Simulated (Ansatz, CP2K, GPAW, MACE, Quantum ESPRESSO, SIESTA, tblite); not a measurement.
# CP2K on generalised stacking fault on (110) of a LiCl-LiBr solid solution (56 atoms): settings against a plane-wave reference, part 3 of 4

Wanted: CP2K inputs and outputs for generalised stacking fault on (110) of a LiCl-LiBr solid solution (56 atoms), checked against a plane-wave reference.

Program: CP2K 2026.2; the method stands at each step. Banners, paths, timers and routine set-up lines are dropped from the logs unmarked, and long logs keep their key lines alone; longer cuts are marked.

So far. Step 6 (PBE, SZV-MOLOPT-SR, 800/50 Ry, diagonalisation): Against the first run (15 %), the force difference from the reference is 41 %, at 0.56 times the CPU time (on 1 against 2 cores), with 168 basis functions against 532: the smaller basis costs accuracy.

## (8) PBE+D3, DZVP-MOLOPT-SR, 800/50 Ry, diagonalisation

Method: Kohn-Sham DFT, PBE+D3, GTH-PBE pseudopotentials, Gaussian and plane waves, DZVP-MOLOPT-SR-GTH, diagonalisation.

Contents of input.inp:

```
&GLOBAL
  PROJECT cell
  RUN_TYPE ENERGY_FORCE
  PRINT_LEVEL LOW
&END GLOBAL
&FORCE_EVAL
  METHOD QS
  STRESS_TENSOR ANALYTICAL
  &DFT
    BASIS_SET_FILE_NAME BASIS_MOLOPT
    POTENTIAL_FILE_NAME GTH_POTENTIALS
    &MGRID
      CUTOFF 800
      REL_CUTOFF 50
      NGRIDS 5
    &END MGRID
    &QS
      EPS_DEFAULT 1.0E-12
    &END QS
    &SCF
      SCF_GUESS ATOMIC
      EPS_SCF 1.0E-06
      MAX_SCF 200
      ADDED_MOS 28
      &DIAGONALIZATION
        ALGORITHM STANDARD
      &END DIAGONALIZATION
      &SMEAR ON
        METHOD FERMI_DIRAC
        ELECTRONIC_TEMPERATURE [K] 580
      &END SMEAR
      &MIXING
        METHOD BROYDEN_MIXING
        ALPHA 0.15
        NBROYDEN 8
      &END MIXING
      &PRINT
        &RESTART OFF
        &END RESTART
      &END PRINT
    &END SCF
    &XC
      &XC_FUNCTIONAL PBE
      &END XC_FUNCTIONAL
      &VDW_POTENTIAL
        POTENTIAL_TYPE PAIR_POTENTIAL
        &PAIR_POTENTIAL
          TYPE DFTD3
          PARAMETER_FILE_NAME dftd3.dat
          REFERENCE_FUNCTIONAL PBE
        &END PAIR_POTENTIAL
      &END VDW_POTENTIAL
    &END XC
    &PRINT
      &MULLIKEN ON
      &END MULLIKEN
      &HIRSHFELD ON
        SHAPE_FUNCTION DENSITY
      &END HIRSHFELD
      &MO ON
        EIGENVALUES T
        OCCUPATION_NUMBERS T
        MO_INDEX_RANGE 129 152
        &EACH
          QS_SCF 0
        &END EACH
        ADD_LAST NUMERIC
      &END MO
    &END PRINT
  &END DFT
  &SUBSYS
    &CELL
      A 7.44767 0.00000 0.00000
      B 0.00000 5.26630 0.00000
      C 3.41349 0.00000 26.26686
    &END CELL
    &TOPOLOGY
      COORD_FILE_NAME structure.xyz
      COORD_FILE_FORMAT XYZ
    &END TOPOLOGY
    &KIND Li
      BASIS_SET DZVP-MOLOPT-SR-GTH-q3
      POTENTIAL GTH-PBE-q3
    &END KIND
    &KIND Br
      BASIS_SET DZVP-MOLOPT-SR-GTH-q7
      POTENTIAL GTH-PBE-q7
    &END KIND
    &KIND Cl
      BASIS_SET DZVP-MOLOPT-SR-GTH-q7
      POTENTIAL GTH-PBE-q7
    &END KIND
  &END SUBSYS
  &PRINT
    &FORCES ON
    &END FORCES
    &STRESS_TENSOR ON
    &END STRESS_TENSOR
  &END PRINT
&END FORCE_EVAL
```

Contents of structure.xyz:

```xyz
56

Li 7.48600 5.24223 26.04202
Br 5.57132 0.01943 1.82949
Li 7.48243 0.00469 3.73357
Cl 5.56639 5.25582 5.61979
Li 7.47101 5.25919 7.42590
Cl 5.60328 5.25487 9.30792
Li 7.44874 0.03239 11.16473
Cl 5.57336 0.05387 13.05043
Li 7.50168 5.23160 14.89436
Cl 5.59531 5.26198 16.77822
Li 7.46094 5.24539 18.60403
Cl 5.59390 0.01401 20.49367
Li 7.39760 0.04518 22.33524
Cl 5.64956 0.00137 24.19493
Li 3.73712 0.03723 26.11005
Br 1.89282 0.02659 1.87572
Li 3.71302 0.00506 3.72385
Cl 1.87798 0.01238 5.58407
Li 3.72417 5.25334 7.46951
Br 1.85521 5.22828 9.27562
[... 32 atom lines left out ...]
Li 5.59889 2.60139 20.45532
Br 3.70610 2.65664 22.31238
Li 5.59074 2.58970 24.20255
Br 3.73879 2.62736 26.04779
```

The run is started by

```bash
$ OMP_NUM_THREADS=2 cp2k.psmp -i input.inp > output.txt
```

Numbers of over 12 decimals in the logs are rounded to 6 here.

The program printed:

```text
CP2K| version string:                                       CP2K version 2026.2
 CP2K| Input file name                                                 input.inp
 GLOBAL| Basis set file name                                        BASIS_MOLOPT
 GLOBAL| Potential file name                                      GTH_POTENTIALS
 GLOBAL| Run type                                                   ENERGY_FORCE
 GLOBAL| Total number of message passing processes                             1
 GLOBAL| Number of threads for this process                                    2
[... lines left out ...]
                        Smear method:                                FERMI_DIRAC
[... lines left out ...]
 Number of electrons:                                                        280
[... lines left out ...]
  Step     Update method      Time    Convergence         Total energy    Change
[... lines left out ...]
  *** SCF run converged in    24 steps ***
[... lines left out ...]
  Fermi energy:                                                 0.168996
  Total energy:                                              -616.709525
  Total energy (extrapolated to T->0):                       -616.709525
[... lines left out ...]
 MO| E(Fermi):            0.168996 a.u.          4.598617 eV
[... lines left out ...]
     56       Br     2       7.000          7.081                        -0.081
  Total Charge                                                           -0.000
 !-----------------------------------------------------------------------------!
 ENERGY| Total FORCE_EVAL ( QS ) energy [hartree]           -616.709523
 FORCES| Atomic forces [hartree/bohr]
 FORCES|   Atom     x               y               z               |f|
 FORCES|      1 -3.89507276E-03  7.99508737E-05 -6.34944442E-03   7.44939114E-03
 FORCES|      2  5.98945437E-03 -2.77903305E-03 -5.76551469E-04   6.62789559E-03
 FORCES|      3 -9.85975968E-04 -8.78109995E-05  3.50661279E-03   3.64365101E-03
[...]
FORCES|     55  6.45243964E-03  8.89969727E-04 -6.11104412E-04   6.54213054E-03
 FORCES|     56 -4.90810559E-03  1.41058776E-03  4.20243545E-03   6.61360129E-03
 FORCES| Sum    -1.70038868E-06  1.81456533E-07 -5.04852404E-06
 FORCES| Total atomic force                                       5.33027609E-06
 STRESS| Analytical stress tensor [bar]
 STRESS|                        x                   y                   z
 STRESS|      x        2.13227437552E+04  -2.27623063501E+02   1.32193874182E+03
 STRESS|      y       -2.27623063501E+02  -4.12151373065E+04   5.03334210492E+01
 STRESS|      z        1.32193874182E+03   5.03334210492E+01  -1.78416498807E+04
 STRESS| 1/3 Trace                                            -1.25780144773E+04
```

Wall time 4.5 min (2 threads of Arm Neoverse V1, shared host); peak memory 3.8 GiB.

Compared with the plane-wave run:

```
r.m.s. force component                           : 0.1238 eV/Å
r.m.s. difference of force components            : 15.64 meV/Å
longest difference of force vectors              : 53.45 meV/Å
force difference over r.m.s. force               : 14.25 %
slope of forces against the reference's          : 1.126
correlation of force components                  : 0.9982
gap (highest filled to lowest empty level) : 5.434 eV
gap difference                                   : -0.0242 eV
pressure                                         : -1.258 GPa
pressure difference                              : -0.9874 GPa
```

Against the first run (15 %), the force difference from the reference is 14 %, at 1.0 times the CPU time; the model has changed, so this is no error of the program alone.

## (9) PBE, DZVP-MOLOPT-SR, 800/20 Ry, diagonalisation

Method: Kohn-Sham DFT, PBE, GTH-PBE pseudopotentials, Gaussian and plane waves, DZVP-MOLOPT-SR-GTH, diagonalisation.

Changes to input.inp since step 8:

```diff
@@ -13,3 +13,3 @@
       CUTOFF 800
-      REL_CUTOFF 50
+      REL_CUTOFF 20
       NGRIDS 5
@@ -44,10 +44,2 @@
       &END XC_FUNCTIONAL
-      &VDW_POTENTIAL
-        POTENTIAL_TYPE PAIR_POTENTIAL
-        &PAIR_POTENTIAL
-          TYPE DFTD3
-          PARAMETER_FILE_NAME dftd3.dat
-          REFERENCE_FUNCTIONAL PBE
-        &END PAIR_POTENTIAL
-      &END VDW_POTENTIAL
     &END XC
@@ -76,6 +68,5 @@
     &END CELL
-    &TOPOLOGY
-      COORD_FILE_NAME structure.xyz
-      COORD_FILE_FORMAT XYZ
-    &END TOPOLOGY
+    &COORD
+[... 56 atom lines left out: the same atoms as in the first run ...]
+    &END COORD
     &KIND Li
```

The program printed:

```text
CP2K| version string:                                       CP2K version 2026.2
 CP2K| Input file name                                                 input.inp
 GLOBAL| Basis set file name                                        BASIS_MOLOPT
 GLOBAL| Potential file name                                      GTH_POTENTIALS
 GLOBAL| Run type                                                   ENERGY_FORCE
 GLOBAL| Total number of message passing processes                             1
 GLOBAL| Number of threads for this process                                    2
 TOTAL NUMBERS AND MAXIMUM NUMBERS
  Total number of            - Atomic kinds:                                   3
                             - Atoms:                                         56
[... lines left out ...]
                        Smear method:                                FERMI_DIRAC
[... lines left out ...]
 Number of electrons:                                                        280
[... lines left out ...]
  Step     Update method      Time    Convergence         Total energy    Change
[... lines left out ...]
  *** SCF run converged in    24 steps ***
[... lines left out ...]
  Fermi energy:                                                 0.169017
  Total energy:                                              -616.386260
  Total energy (extrapolated to T->0):                       -616.386260
[... lines left out ...]
 MO| E(Fermi):            0.169017 a.u.          4.599196 eV
[... lines left out ...]
 !-----------------------------------------------------------------------------!
 !-----------------------------------------------------------------------------!
                           Hirshfeld Charges
  #Atom  Element  Kind  Ref Charge     Population                    Net charge
      1       Li     1       3.000          2.878                         0.122
      2       Br     2       7.000          7.085                        -0.085
      3       Li     1       3.000          2.881                         0.119
[...]
55       Li     1       3.000          2.888                         0.112
     56       Br     2       7.000          7.083                        -0.083
  Total Charge                                                           -0.000
 !-----------------------------------------------------------------------------!
 ENERGY| Total FORCE_EVAL ( QS ) energy [hartree]           -616.386259
 FORCES| Atomic forces [hartree/bohr]
 FORCES|   Atom     x               y               z               |f|
 FORCES|      1 -4.07473007E-03 -2.18236529E-05 -6.40151574E-03   7.58836644E-03
 FORCES|      2  3.09249592E-03  2.05935708E-03 -1.51626981E-03   4.01292371E-03
 FORCES|      3 -1.09963424E-03 -7.68360859E-05  3.65189554E-03   3.81463501E-03
[...]
FORCES|     55  6.53086828E-03  7.97641676E-04 -8.01916033E-04   6.62808736E-03
 FORCES|     56 -5.76226543E-03  2.06329949E-03  4.56822792E-03   7.63738267E-03
 FORCES| Sum     1.50520271E-04 -1.36707328E-02 -4.62248264E-03
 FORCES| Total atomic force                                       1.44318723E-02
 STRESS| Analytical stress tensor [bar]
 STRESS|                        x                   y                   z
 STRESS|      x        3.49024751412E+04  -2.23874043737E+02   1.54343375101E+03
 STRESS|      y       -2.23874043737E+02  -1.52868946293E+04   4.84847898300E+01
 STRESS|      z        1.54343375101E+03   4.84847898300E+01  -4.57183158189E+03
 STRESS| 1/3 Trace                                             5.01458297667E+03
```

It took 3.3 min on 2 threads; peak memory 3.8 GiB.

Numbers from this run, and their distance from the reference:

```yaml
r_m_s_force_component: 0.1457 eV/Å
r_m_s_difference_of_force_components: 78.85 meV/Å
longest_difference_of_force_vectors: 507.4 meV/Å
force_difference_over_r_m_s_force: 71.84 %
slope_of_forces_against_the_reference_s: 1.123
correlation_of_force_components: 0.8466
spacing_of_highest_filled_and_lowest_empty_level: 5.437 eV
gap_difference: -0.0211 eV
pressure: 0.5015 GPa
pressure_difference: 0.7719 GPa
energy_less_the_same_level_run_s: -15.56 meV/atom
r_m_s_force_difference_from_the_same_level_run: 77.03 meV/Å
```

This is a coarse setting, run to see what it loses.

Against the first run (15 %), the force difference from the reference is 72 %, at 0.73 times the CPU time: the grid matters here.

The difference per atom is largest on Br (0.27 eV/Å on average, against 0.051 on Cl). The forces add up to 0.74 eV/Å instead of zero, usually a sign of too coarse a grid.

## (10) RPBE, PBE potentials, DZVP-MOLOPT-SR, 800/50 Ry, diagonalisation

Method: Kohn-Sham DFT, RPBE, GTH-PBE pseudopotentials, Gaussian and plane waves, DZVP-MOLOPT-SR-GTH, diagonalisation.

Changes to input.inp since step 9:

```diff
@@ -13,3 +13,3 @@
       CUTOFF 800
-      REL_CUTOFF 20
+      REL_CUTOFF 50
       NGRIDS 5
@@ -42,3 +42,7 @@
     &XC
-      &XC_FUNCTIONAL PBE
+      &XC_FUNCTIONAL
+        &GGA_X_RPBE
+        &END GGA_X_RPBE
+        &GGA_C_PBE
+        &END GGA_C_PBE
       &END XC_FUNCTIONAL
@@ -69,2 +73,3 @@
     &COORD
+      SCALED
 [... 56 atom lines left out: the same atoms as in the first run ...]
```

The program printed:

```text
CP2K| version string:                                       CP2K version 2026.2
 CP2K| Input file name                                                 input.inp
 GLOBAL| Basis set file name                                        BASIS_MOLOPT
 GLOBAL| Potential file name                                      GTH_POTENTIALS
[... lines left out ...]
 Number of electrons:                                                        280
[... lines left out ...]
  Step     Update method      Time    Convergence         Total energy    Change
[... lines left out ...]
  *** SCF run converged in    24 steps ***
[... lines left out ...]
  Fermi energy:                                                 0.179868
  Total energy:                                              -617.547382
  Total energy (extrapolated to T->0):                       -617.547382
[... lines left out ...]
 MO| E(Fermi):            0.179868 a.u.          4.894462 eV
[... lines left out ...]
 ENERGY| Total FORCE_EVAL ( QS ) energy [hartree]           -617.547384
[... lines left out ...]
 FORCES|      1 -4.21777566E-03  1.46705124E-04 -6.35808546E-03   7.63127804E-03
 FORCES|      2  6.25469000E-03 -2.92383611E-03 -6.34930276E-04   6.93347684E-03
 FORCES|      3 -1.10280396E-03 -9.25638951E-05  3.64488073E-03   3.80918629E-03
[...]
FORCES|     55  6.42464682E-03  9.63353654E-04 -8.48016995E-04   6.55158530E-03
 FORCES|     56 -5.19842867E-03  1.50017759E-03  4.47511110E-03   7.02145375E-03
 FORCES| Sum     3.58002834E-06 -1.16999675E-05  1.16688627E-05
 FORCES| Total atomic force                                       1.69076373E-05
 STRESS| Analytical stress tensor [bar]
 STRESS|                        x                   y                   z
 STRESS|      x        4.86094915974E+04  -2.06004996220E+02   1.52133648718E+03
 STRESS|      y       -2.06004996220E+02  -1.12347981249E+04   4.78582215842E+01
 STRESS|      z        1.52133648718E+03   4.78582215842E+01   1.09157572945E+04
 STRESS| 1/3 Trace                                             1.60968169223E+04
```

Elapsed: 4.5 min, on 2 threads; peak memory 3.9 GiB.

Compared with the plane-wave run:

```
r.m.s. force component                           : 0.1277 eV/Å
r.m.s. difference of force components            : 19.72 meV/Å
longest difference of force vectors              : 69.02 meV/Å
force difference over r.m.s. force               : 17.97 %
slope of forces against the reference's          : 1.161
correlation of force components                  : 0.9976
gap (highest filled to lowest empty level) : 5.667 eV
gap difference                                   : 0.2085 eV
pressure                                         : 1.61 GPa
pressure difference                              : 1.88 GPa
```

Against the first run (15 %), the force difference from the reference is 18 %, at 1.0 times the CPU time; the model has changed, so this is no error of the program alone.

## (11) PBE, DZVP-MOLOPT-SR, 560/50 Ry, diagonalisation

Method: Kohn-Sham DFT, PBE, GTH-PBE pseudopotentials, Gaussian and plane waves, DZVP-MOLOPT-SR-GTH, diagonalisation.

Changes to input.inp since step 10:

```diff
@@ -12,5 +12,4 @@
     &MGRID
-      CUTOFF 800
+      CUTOFF 560
       REL_CUTOFF 50
-      NGRIDS 5
     &END MGRID
@@ -42,7 +41,3 @@
     &XC
-      &XC_FUNCTIONAL
-        &GGA_X_RPBE
-        &END GGA_X_RPBE
-        &GGA_C_PBE
-        &END GGA_C_PBE
+      &XC_FUNCTIONAL PBE
       &END XC_FUNCTIONAL
@@ -72,6 +67,6 @@
     &END CELL
-    &COORD
-      SCALED
-[... 56 atom lines left out: the same atoms as in the first run ...]
-    &END COORD
+    &TOPOLOGY
+      COORD_FILE_NAME structure.xyz
+      COORD_FILE_FORMAT XYZ
+    &END TOPOLOGY
     &KIND Li
```

structure.xyz is that of step 8.

The program printed:

```text
CP2K| version string:                                       CP2K version 2026.2
 CP2K| Input file name                                                 input.inp
 GLOBAL| Basis set file name                                        BASIS_MOLOPT
 GLOBAL| Potential file name                                      GTH_POTENTIALS
 GLOBAL| Run type                                                   ENERGY_FORCE
 GLOBAL| Total number of message passing processes                             1
 GLOBAL| Number of threads for this process                                    2
 TOTAL NUMBERS AND MAXIMUM NUMBERS
  Total number of            - Atomic kinds:                                   3
                             - Atoms:                                         56
[... lines left out ...]
                        Smear method:                                FERMI_DIRAC
[... lines left out ...]
 Number of electrons:                                                        280
[... lines left out ...]
  Step     Update method      Time    Convergence         Total energy    Change
[... lines left out ...]
  *** SCF run converged in    24 steps ***
[... lines left out ...]
  Fermi energy:                                                 0.168996
  Total energy:                                              -616.354236
  Total energy (extrapolated to T->0):                       -616.354236
[... lines left out ...]
 MO| E(Fermi):            0.168996 a.u.          4.598615 eV
[... lines left out ...]
 !-----------------------------------------------------------------------------!
 !-----------------------------------------------------------------------------!
                           Hirshfeld Charges
  #Atom  Element  Kind  Ref Charge     Population                    Net charge
      1       Li     1       3.000          2.879                         0.121
      2       Br     2       7.000          7.087                        -0.087
      3       Li     1       3.000          2.881                         0.119
[...]
55       Li     1       3.000          2.887                         0.113
     56       Br     2       7.000          7.081                        -0.081
  Total Charge                                                           -0.000
 !-----------------------------------------------------------------------------!
 ENERGY| Total FORCE_EVAL ( QS ) energy [hartree]           -616.354235
 FORCES| Atomic forces [hartree/bohr]
 FORCES|   Atom     x               y               z               |f|
 FORCES|      1 -4.10246506E-03  1.33146233E-04 -6.42434775E-03   7.62365998E-03
 FORCES|      2  5.90434726E-03 -2.76473007E-03 -3.94038048E-04   6.53148642E-03
 FORCES|      3 -1.03064401E-03 -8.61396365E-05  3.62080890E-03   3.76562135E-03
[...]
FORCES|     55  6.47475784E-03  9.02270932E-04 -7.64189583E-04   6.58183619E-03
 FORCES|     56 -4.85029651E-03  1.44093689E-03  4.29084309E-03   6.63423015E-03
 FORCES| Sum    -1.44396299E-05  3.28589820E-05  3.22980064E-05
 FORCES| Total atomic force                                       4.82843331E-05
 STRESS| Analytical stress tensor [bar]
 STRESS|                        x                   y                   z
 STRESS|      x        3.26068772304E+04  -2.07987508146E+02   1.42394024828E+03
 STRESS|      y       -2.07987508146E+02  -2.97460911347E+04   4.82207099944E+01
 STRESS|      z        1.42394024828E+03   4.82207099944E+01  -6.44095343090E+03
 STRESS| 1/3 Trace                                            -1.19338911174E+03
```

The job ended after 5 min (2 threads; peak memory 2.2 GiB).

Numbers from this run, and their distance from the reference:

- r.m.s. force component: 0.1247 eV/Å
- r.m.s. difference of force components: 16.67 meV/Å
- longest difference of force vectors: 53.67 meV/Å
- force difference over r.m.s. force: 15.19 %
- slope of forces against the reference's: 1.134
- correlation of force components: 0.998
- gap (highest filled to lowest empty level): 5.434 eV
- gap difference: -0.0242 eV
- pressure: -0.1193 GPa
- pressure difference: 0.1511 GPa
- energy less the same-level run's: -0.0005 meV/atom
- r.m.s. force difference from the same-level run: 0.257 meV/Å

Against the first run (15 %), the force difference from the reference is 15 %, at 1.2 times the CPU time: the change moves forces by 0.26 meV/Å r.m.s., so most of the difference comes from elsewhere.

(Part 3 of 4 ends here.)

[Also dropped from logs without a mark: logging warnings of Python, and SIESTA's first energy breakdown and zero terms.]

[Logs are printed without paths, hosts, clocks, repeated set-up lines and the standing remarks that a program may print on its own settings, such as how far it seeks lower states.]

[Hosts, paths, dates, database ids (printed as entryN), source tags and the programs' standing remarks are cut or masked in the printed files.]
